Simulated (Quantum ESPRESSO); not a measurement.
**MnS: a ladder in the k mesh**

Two starts of MnS are run at each rung of the k mesh.

Main program and level: Quantum ESPRESSO 7.5; PBE with U = 3.2 eV on Mn d (ortho-atomic projectors); plane waves with GBRV 1.5 PBE potentials, no spin-orbit coupling (settings of the first rung).

The database entry behind the starting cell differs from later determinations by our own check (an axis about 0.2 % short against later determinations), so it need not match the best structure at ambient conditions.

## Step 1: The structure

The structure is cubic, space group Fm-3m (No. 225). Conventional cell: a = 5.209 Å, b = 5.209 Å, c = 5.209 Å, α = 90.00°, β = 90.00°, γ = 90.00°. Nearest to Mn lie 6 S at 2.60 Å. Nearest to S lie 6 Mn at 2.60 Å. Farther neighbours and most contacts between anions are not listed.

The cell comes from the Crystallography Open Database.

## Step 2: Rung 1, start ferro +

Input file pw.in:

```
&CONTROL
  calculation = 'scf'
  prefix = 'pwscf'
  outdir = './tmp'
  pseudo_dir = './pseudo'
  disk_io = 'nowf'
  tprnfor = .true.
  tstress = .true.
/
&SYSTEM
  ibrav = 0
  celldm(1) = 8
  nat = 2
  ntyp = 2
  ecutwfc = 40
  ecutrho = 280
  nbnd = 19
  occupations = 'smearing'
  smearing = 'fd'
  degauss = 0.00734986
  nspin = 2
  starting_magnetization(1) = 0.3
  starting_magnetization(2) = 0
/
&ELECTRONS
  conv_thr = 4d-09
  electron_maxstep = 150
  mixing_beta = 0.3
/
ATOMIC_SPECIES
Mn     54.9380 mn_pbe_v1.5.uspp.F.UPF
S      32.0600 s_pbe_v1.4.uspp.F.UPF
CELL_PARAMETERS alat
   0.0000000000000    0.6152239614485    0.6152239614485
   0.6152239614485    0.0000000000000    0.6152239614485
   0.6152239614485    0.6152239614485    0.0000000000000
ATOMIC_POSITIONS crystal
Mn      0.0000000000    0.0000000000    0.0000000000
S       0.5000000000    0.5000000000    0.5000000000
K_POINTS automatic
2 2 2 0 0 0
HUBBARD {ortho-atomic}
U Mn-3d 3.2000
```

Started as:

```bash
> OMP_NUM_THREADS=1 mpirun -n 2 pw.x -in pw.in > pw.out
```

Output:

```text
Program PWSCF v.7.5 starts

     Message from routine setup:
     using ibrav=0 with symmetry is DISCOURAGED, use correct ibrav instead

     R & G space division:  proc/nbgrp/npool/nimage =       2
     Subspace diagonalization in iterative solution of the eigenvalue problem:

     Parallelization info
     --------------------
     sticks:   dense  smooth     PW     G-vecs:    dense   smooth      PW
     Min         465     267     81                 9441     4049     681
     Max         466     268     82                 9442     4050     682
     Sum         931     535    163                18883     8099    1363

     Using Slab Decomposition

     bravais-lattice index     =            0
     lattice parameter (alat)  =       8.0000  a.u.
     unit-cell volume          =     238.4513 (a.u.)^3
     number of atoms/cell      =            2
     number of atomic types    =            2
     number of electrons       =        21.00
     number of Kohn-Sham states=           19
     kinetic-energy cutoff     =      40.0000  Ry
     charge density cutoff     =     280.0000  Ry
     scf convergence threshold =      4.0E-09
     mixing beta               =       0.3000
     number of iterations used =            8  plain     mixing
     Exchange-correlation=  SLA  PW   PBX  PBC
                           (   1   4   3   4   0   0   0)
     Hubbard projectors: ortho-atomic
     Hubbard parameters of DFT+U (Dudarev formulation) in eV:
     U(Mn-3d) =  3.2000

     Internal variables: lda_plus_u =T, lda_plus_u_kind = 0

     Internal variables: orbital_resolved =F, hub_pot_fix =F, apply_U = F

     celldm(1)=   8.000000  celldm(2)=   0.000000  celldm(3)=   0.000000
     celldm(4)=   0.000000  celldm(5)=   0.000000  celldm(6)=   0.000000

     crystal axes: (cart. coord. in units of alat)
               a(1) = (   0.000000   0.615224   0.615224 )
               a(2) = (   0.615224   0.000000   0.615224 )
               a(3) = (   0.615224   0.615224   0.000000 )

     reciprocal axes: (cart. coord. in units 2 pi/alat)
               b(1) = ( -0.812712  0.812712  0.812712 )
               b(2) = (  0.812712 -0.812712  0.812712 )
               b(3) = (  0.812712  0.812712 -0.812712 )

     PseudoPot. # 1 for Mn read from file:
     mn_pbe_v1.5.uspp.F.UPF
     Pseudo is Ultrasoft + core correction, Zval = 15.0

     PseudoPot. # 2 for S  read from file:
     s_pbe_v1.4.uspp.F.UPF
     Pseudo is Ultrasoft + core correction, Zval =  6.0

     atomic species   valence    mass     pseudopotential
     Mn               15.00    54.93800     Mn( 1.00)
     S                 6.00    32.06000     S ( 1.00)

     Starting magnetic structure
     atomic species   magnetization
     Mn              0.300
     S               0.000

     48 Sym. Ops., with inversion, found

   Cartesian axes

     site n.     atom                  positions (alat units)
         1        Mn     tau(   1) = (   0.0000000   0.0000000   0.0000000  )
         2        S      tau(   2) = (   0.6152240   0.6152240   0.6152240  )

     number of k points=     3  Fermi-Dirac smearing, width (Ry)=  0.0073
                       cart. coord. in units 2pi/alat
        k(    1) = (   0.0000000   0.0000000   0.0000000), wk =   0.1250000
        k(    2) = (  -0.4063561  -0.4063561   0.4063561), wk =   0.5000000
        k(    3) = (  -0.8127122   0.0000000   0.0000000), wk =   0.3750000

     Dense  grid:    18883 G-vectors     FFT dimensions: (  40,  40,  40)

     Smooth grid:     8099 G-vectors     FFT dimensions: (  30,  30,  30)

     Check: negative core charge=   -0.000037
     Generating pointlists ...
     new r_m :   0.2538 (alat units)  2.0302 (a.u.) for type    1
     new r_m :   0.2538 (alat units)  2.0302 (a.u.) for type    2

     Initial potential from superposition of free atoms

     starting charge      20.4999, renormalised to      21.0000

     STARTING HUBBARD OCCUPATIONS:

     =================== HUBBARD OCCUPATIONS ===================
     ------------------------ ATOM    1 ------------------------
     Tr[ns(  1)] (up, down, total) =   5.00000  0.00000  5.00000
     Atomic magnetic moment for atom   1 =   5.00000
     [... lines left out ...]
     Number of occupied Hubbard levels =    5.0000

     Atomic wfc used for Hubbard projectors are orthogonalized

     Starting wfcs are   17 randomized atomic wfcs +    2 random wfcs

     Self-consistent Calculation

     iteration #  1     ecut=    40.00 Ry     beta= 0.30
     Davidson diagonalization with overlap
     ethr =  1.00E-02,  avg # of iterations =  5.0

     =================== HUBBARD OCCUPATIONS ===================
     ------------------------ ATOM    1 ------------------------
     Tr[ns(  1)] (up, down, total) =   4.72304  0.23502  4.95806
     Atomic magnetic moment for atom   1 =   4.48802
     [... lines left out ...]
     Number of occupied Hubbard levels =    4.9581

     total energy              =    -235.09995673 Ry
     estimated scf accuracy    <       0.60621145 Ry

     total magnetization       =     4.71 Bohr mag/cell
     absolute magnetization    =     4.71 Bohr mag/cell

     iteration #  2     ecut=    40.00 Ry     beta= 0.30
     Davidson diagonalization with overlap
     ethr =  2.89E-03,  avg # of iterations =  2.2

     total energy              =    -235.22230455 Ry
     estimated scf accuracy    <       0.02378787 Ry

     total magnetization       =     4.69 Bohr mag/cell
     absolute magnetization    =     4.69 Bohr mag/cell

     [... further iterations left out ...]

     iteration # 11     ecut=    40.00 Ry     beta= 0.30
     Davidson diagonalization with overlap
     ethr =  6.80E-09,  avg # of iterations =  2.0

     negative rho (up, down):  0.000E+00 4.147E-04

     total energy              =    -235.23048779 Ry
     estimated scf accuracy    <       0.00000005 Ry

     total magnetization       =     4.70 Bohr mag/cell
     absolute magnetization    =     4.70 Bohr mag/cell

     iteration # 12     ecut=    40.00 Ry     beta= 0.30
     Davidson diagonalization with overlap
     ethr =  2.33E-10,  avg # of iterations =  4.0

     negative rho (up, down):  0.000E+00 4.147E-04

     Magnetic moment per site  (integrated on atomic sphere of radius R)
     atom   1 (R=0.254)  charge= 13.1511  magn=  4.3349
     atom   2 (R=0.254)  charge=  4.7872  magn=  0.0964

     End of self-consistent calculation

     =================== HUBBARD OCCUPATIONS ===================
     ------------------------ ATOM    1 ------------------------
     Tr[ns(  1)] (up, down, total) =   4.95053  0.41208  5.36261
     Atomic magnetic moment for atom   1 =   4.53845
     [... lines left out ...]
     Number of occupied Hubbard levels =    5.3626

     [... lines left out ...]
     the Fermi energy is    10.6144 ev

!    total energy              =    -235.23048783 Ry
     estimated scf accuracy    <          1.1E-09 Ry
     smearing contrib. (-TS)   =      -0.00506571 Ry
     internal energy E=F+TS    =    -235.22542213 Ry

     The total energy is F=E-TS. E is the sum of the following terms:
     one-electron contribution =    -132.60138357 Ry
     hartree contribution      =      74.12889696 Ry
     xc contribution           =     -35.30926074 Ry
     ewald contribution        =    -141.49328211 Ry
     Hubbard energy            =       0.04960734 Ry

     total magnetization       =     4.70 Bohr mag/cell
     absolute magnetization    =     4.70 Bohr mag/cell

     convergence has been achieved in  12 iterations

     negative rho (up, down):  0.000E+00 4.147E-04

     Forces acting on atoms (cartesian axes, Ry/au):

     atom    1 type  1   force =    -0.00000000    0.00000000    0.00000000
     atom    2 type  2   force =     0.00000000   -0.00000000   -0.00000000

     Total force =     0.000000     Total SCF correction =     0.000000

     Computing stress (Cartesian axis) and pressure

     negative rho (up, down):  0.000E+00 4.147E-04
          total   stress  (Ry/bohr**3)                   (kbar)     P=       73.84
   0.00050193   0.00000000   0.00000000           73.84        0.00        0.00
   0.00000000   0.00050193  -0.00000000            0.00       73.84       -0.00
   0.00000000  -0.00000000   0.00050193            0.00       -0.00       73.84

=------------------------------------------------------------------------------=
   JOB DONE.
=------------------------------------------------------------------------------=
```

Elapsed: 3.3 s, on 2 MPI ranks of AMD EPYC 9R45, shared host; peak memory 0.19 GiB.

Spin moment in the atom's sphere by atom:

```tsv
atom	spin moment in the atom's sphere (μB)
Mn1	4.33
S2	0.10
```

Read from the output:

```yaml
magnetization: 4.699 μB
final_state: ferromagnetic
```

## Step 3: Rung 1, start antiferro q=(0,1/2,1/2) +-

The wavevector q is in fractions of the reciprocal vectors of the crystal's primitive cell, as the cells of these inputs are built from it; moments change sign between cells as cos(2π q·R).

Input file pw.in:

```
&CONTROL
  calculation = 'scf'
  prefix = 'pwscf'
  outdir = './tmp'
  pseudo_dir = './pseudo'
  disk_io = 'nowf'
  tprnfor = .true.
  tstress = .true.
/
&SYSTEM
  ibrav = 0
  celldm(1) = 8
  nat = 4
  ntyp = 3
  ecutwfc = 40
  ecutrho = 280
  nbnd = 30
  occupations = 'smearing'
  smearing = 'fd'
  degauss = 0.00734986
  nspin = 2
  starting_magnetization(1) = 0.3
  starting_magnetization(2) = -0.3
  starting_magnetization(3) = 0
/
&ELECTRONS
  conv_thr = 8d-09
  electron_maxstep = 150
  mixing_beta = 0.3
/
ATOMIC_SPECIES
Mn1    54.9380 mn_pbe_v1.5.uspp.F.UPF
Mn2    54.9380 mn_pbe_v1.5.uspp.F.UPF
S      32.0600 s_pbe_v1.4.uspp.F.UPF
CELL_PARAMETERS alat
   0.0000000000000    0.6152239614485    0.6152239614485
   1.2304479228970    0.0000000000000    1.2304479228970
   1.2304479228970    0.6152239614485    0.6152239614485
ATOMIC_POSITIONS crystal
Mn1     0.0000000000    0.0000000000    0.0000000000
Mn2     0.0000000000    0.5000000000    0.0000000000
S       0.5000000000    0.0000000000    0.5000000000
S       0.5000000000    0.5000000000    0.5000000000
K_POINTS automatic
2 1 2 0 0 0
HUBBARD {ortho-atomic}
U Mn1-3d 3.2000
U Mn2-3d 3.2000
```

Output:

```text
     [... lines left out ...]
Program PWSCF v.7.5 starts
     [... lines left out ...]
     number of atoms/cell      =            4
     [... lines left out ...]
     number of electrons       =        42.00
     number of Kohn-Sham states=           30
     kinetic-energy cutoff     =      40.0000  Ry
     charge density cutoff     =     280.0000  Ry
     scf convergence threshold =      8.0E-09
     [... lines left out ...]
     16 Sym. Ops., with inversion, found
     [... lines left out ...]
     number of k points=     3  Fermi-Dirac smearing, width (Ry)=  0.0073
     [... lines left out ...]
     iteration # 11     ecut=    40.00 Ry     beta= 0.30
     [... lines left out ...]
     Magnetic moment per site  (integrated on atomic sphere of radius R)
     atom   1 (R=0.254)  charge= 13.1439  magn=  4.3800
     atom   2 (R=0.254)  charge= 13.1439  magn= -4.3800
     atom   3 (R=0.254)  charge=  4.8067  magn= -0.0508
     atom   4 (R=0.254)  charge=  4.8067  magn=  0.0508
     [... lines left out ...]
     Tr[ns(  1)] (up, down, total) =   4.96751  0.35381  5.32132
     [... lines left out ...]
     Tr[ns(  2)] (up, down, total) =   0.35381  4.96751  5.32132
     [... lines left out ...]
     the Fermi energy is    10.7799 ev
!    total energy              =    -470.47599203 Ry
     estimated scf accuracy    <          7.2E-09 Ry
     smearing contrib. (-TS)   =      -0.00170338 Ry
     [... lines left out ...]
     total magnetization       =     0.00 Bohr mag/cell
     absolute magnetization    =     9.45 Bohr mag/cell
     convergence has been achieved in  11 iterations
     [... lines left out ...]
     Total force =     0.000000     Total SCF correction =     0.000000
     [... lines left out ...]
          total   stress  (Ry/bohr**3)                   (kbar)     P=       89.32
     [... lines left out ...]
```

Wall time 9.6 s (2 MPI ranks); peak memory 0.28 GiB.

Spin moment in the atom's sphere by atom:

```tsv
atom	spin moment in the atom's sphere (μB)
Mn1	4.38
Mn2	-4.38
S3	-0.05
S4	0.05
```

Read from the output:

* magnetization: 0 μB
* final state: antiferromagnetic

## Step 4: Rung 2, start ferro +

Input file pw.in:

```
&CONTROL
  calculation = 'scf'
  prefix = 'pwscf'
  outdir = './tmp'
  pseudo_dir = './pseudo'
  disk_io = 'nowf'
  tprnfor = .true.
  tstress = .true.
/
&SYSTEM
  ibrav = 0
  celldm(1) = 8
  nat = 2
  ntyp = 2
  ecutwfc = 40
  ecutrho = 280
  nbnd = 19
  occupations = 'smearing'
  smearing = 'fd'
  degauss = 0.00734986
  nspin = 2
  starting_magnetization(1) = 0.3
  starting_magnetization(2) = 0
/
&ELECTRONS
  conv_thr = 4d-09
  electron_maxstep = 150
  mixing_beta = 0.3
/
ATOMIC_SPECIES
Mn     54.9380 mn_pbe_v1.5.uspp.F.UPF
S      32.0600 s_pbe_v1.4.uspp.F.UPF
CELL_PARAMETERS alat
   0.0000000000000    0.6152239614485    0.6152239614485
   0.6152239614485    0.0000000000000    0.6152239614485
   0.6152239614485    0.6152239614485    0.0000000000000
ATOMIC_POSITIONS crystal
Mn      0.0000000000    0.0000000000    0.0000000000
S       0.5000000000    0.5000000000    0.5000000000
K_POINTS automatic
4 4 4 0 0 0
HUBBARD {ortho-atomic}
U Mn-3d 3.2000
```

Started as:

```bash
> OMP_NUM_THREADS=1 mpirun -n 2 pw.x -nk 2 -in pw.in > pw.out
```

Output:

```text
     [... lines left out ...]
Program PWSCF v.7.5 starts
     [... lines left out ...]
     number of atoms/cell      =            2
     [... lines left out ...]
     number of electrons       =        21.00
     number of Kohn-Sham states=           19
     kinetic-energy cutoff     =      40.0000  Ry
     charge density cutoff     =     280.0000  Ry
     scf convergence threshold =      4.0E-09
     [... lines left out ...]
     48 Sym. Ops., with inversion, found
     [... lines left out ...]
     number of k points=     8  Fermi-Dirac smearing, width (Ry)=  0.0073
     [... lines left out ...]
     iteration # 10     ecut=    40.00 Ry     beta= 0.30
     [... lines left out ...]
     Magnetic moment per site  (integrated on atomic sphere of radius R)
     atom   1 (R=0.254)  charge= 13.1483  magn=  4.4773
     atom   2 (R=0.254)  charge=  4.7249  magn=  0.1383
     [... lines left out ...]
     Tr[ns(  1)] (up, down, total) =   4.96936  0.28850  5.25786
     [... lines left out ...]
     the Fermi energy is    10.5588 ev
!    total energy              =    -235.33044311 Ry
     estimated scf accuracy    <          1.9E-09 Ry
     smearing contrib. (-TS)   =      -0.00031440 Ry
     [... lines left out ...]
     total magnetization       =     4.99 Bohr mag/cell
     absolute magnetization    =     4.99 Bohr mag/cell
     convergence has been achieved in  10 iterations
     [... lines left out ...]
     Total force =     0.000000     Total SCF correction =     0.000000
     [... lines left out ...]
          total   stress  (Ry/bohr**3)                   (kbar)     P=       44.34
     [... lines left out ...]
```

Elapsed: 4 s, on 2 MPI ranks; peak memory 0.2 GiB.

This step gave:

```
magnetization  : 4.99 μB
final state    : ferromagnetic
largest moment : 4.477 μB
```

## Step 5: Rung 2, start antiferro q=(0,1/2,1/2) +-

Input file pw.in:

```
&CONTROL
  calculation = 'scf'
  prefix = 'pwscf'
  outdir = './tmp'
  pseudo_dir = './pseudo'
  disk_io = 'nowf'
  tprnfor = .true.
  tstress = .true.
/
&SYSTEM
  ibrav = 0
  celldm(1) = 8
  nat = 4
  ntyp = 3
  ecutwfc = 40
  ecutrho = 280
  nbnd = 30
  occupations = 'smearing'
  smearing = 'fd'
  degauss = 0.00734986
  nspin = 2
  starting_magnetization(1) = 0.3
  starting_magnetization(2) = -0.3
  starting_magnetization(3) = 0
/
&ELECTRONS
  conv_thr = 8d-09
  electron_maxstep = 150
  mixing_beta = 0.3
/
ATOMIC_SPECIES
Mn1    54.9380 mn_pbe_v1.5.uspp.F.UPF
Mn2    54.9380 mn_pbe_v1.5.uspp.F.UPF
S      32.0600 s_pbe_v1.4.uspp.F.UPF
CELL_PARAMETERS alat
   0.0000000000000    0.6152239614485    0.6152239614485
   1.2304479228970    0.0000000000000    1.2304479228970
   1.2304479228970    0.6152239614485    0.6152239614485
ATOMIC_POSITIONS crystal
Mn1     0.0000000000    0.0000000000    0.0000000000
Mn2     0.0000000000    0.5000000000    0.0000000000
S       0.5000000000    0.0000000000    0.5000000000
S       0.5000000000    0.5000000000    0.5000000000
K_POINTS automatic
4 2 4 0 0 0
HUBBARD {ortho-atomic}
U Mn1-3d 3.2000
U Mn2-3d 3.2000
```

Output:

```text
     [... lines left out ...]
Program PWSCF v.7.5 starts
     [... lines left out ...]
     number of atoms/cell      =            4
     [... lines left out ...]
     number of electrons       =        42.00
     number of Kohn-Sham states=           30
     kinetic-energy cutoff     =      40.0000  Ry
     charge density cutoff     =     280.0000  Ry
     scf convergence threshold =      8.0E-09
     [... lines left out ...]
     16 Sym. Ops., with inversion, found
     [... lines left out ...]
     number of k points=    10  Fermi-Dirac smearing, width (Ry)=  0.0073
     [... lines left out ...]
     iteration # 12     ecut=    40.00 Ry     beta= 0.30
     [... lines left out ...]
     Magnetic moment per site  (integrated on atomic sphere of radius R)
     atom   1 (R=0.254)  charge= 13.1465  magn=  4.4538
     atom   2 (R=0.254)  charge= 13.1465  magn= -4.4538
     atom   3 (R=0.254)  charge=  4.7238  magn= -0.0437
     atom   4 (R=0.254)  charge=  4.7238  magn=  0.0437
     [... lines left out ...]
     Tr[ns(  1)] (up, down, total) =   4.96562  0.29634  5.26197
     [... lines left out ...]
     Tr[ns(  2)] (up, down, total) =   0.29634  4.96562  5.26197
     [... lines left out ...]
     the Fermi energy is    10.6685 ev
!    total energy              =    -470.66434558 Ry
     estimated scf accuracy    <          1.4E-09 Ry
     smearing contrib. (-TS)   =      -0.00019936 Ry
     [... lines left out ...]
     total magnetization       =     0.00 Bohr mag/cell
     absolute magnetization    =     9.65 Bohr mag/cell
     convergence has been achieved in  12 iterations
     [... lines left out ...]
     Total force =     0.000000     Total SCF correction =     0.000000
     [... lines left out ...]
          total   stress  (Ry/bohr**3)                   (kbar)     P=       37.56
     [... lines left out ...]
```

The job ended after 17 s (2 MPI ranks; peak memory 0.34 GiB; 33 s of CPU time).

This step gave:

```
magnetization  : 0 μB
final state    : antiferromagnetic
largest moment : 4.454 μB
```

(Continued in part 2 of 2.)

[Logs and program files are shortened in this print: banners, set-up blocks, solver, clock and traceback lines can be left out without a mark of their own.]

[Logs are printed without paths, hosts, clocks, repeated set-up lines and the standing remarks that a program may print on its own settings, such as how far it seeks lower states.]

[Hosts, paths, dates, database ids (printed as entryN), source tags and the programs' standing remarks are cut or masked in the printed files.]

[Where a cell is said to come from a database of computed structures, the database is the Materials Project.]
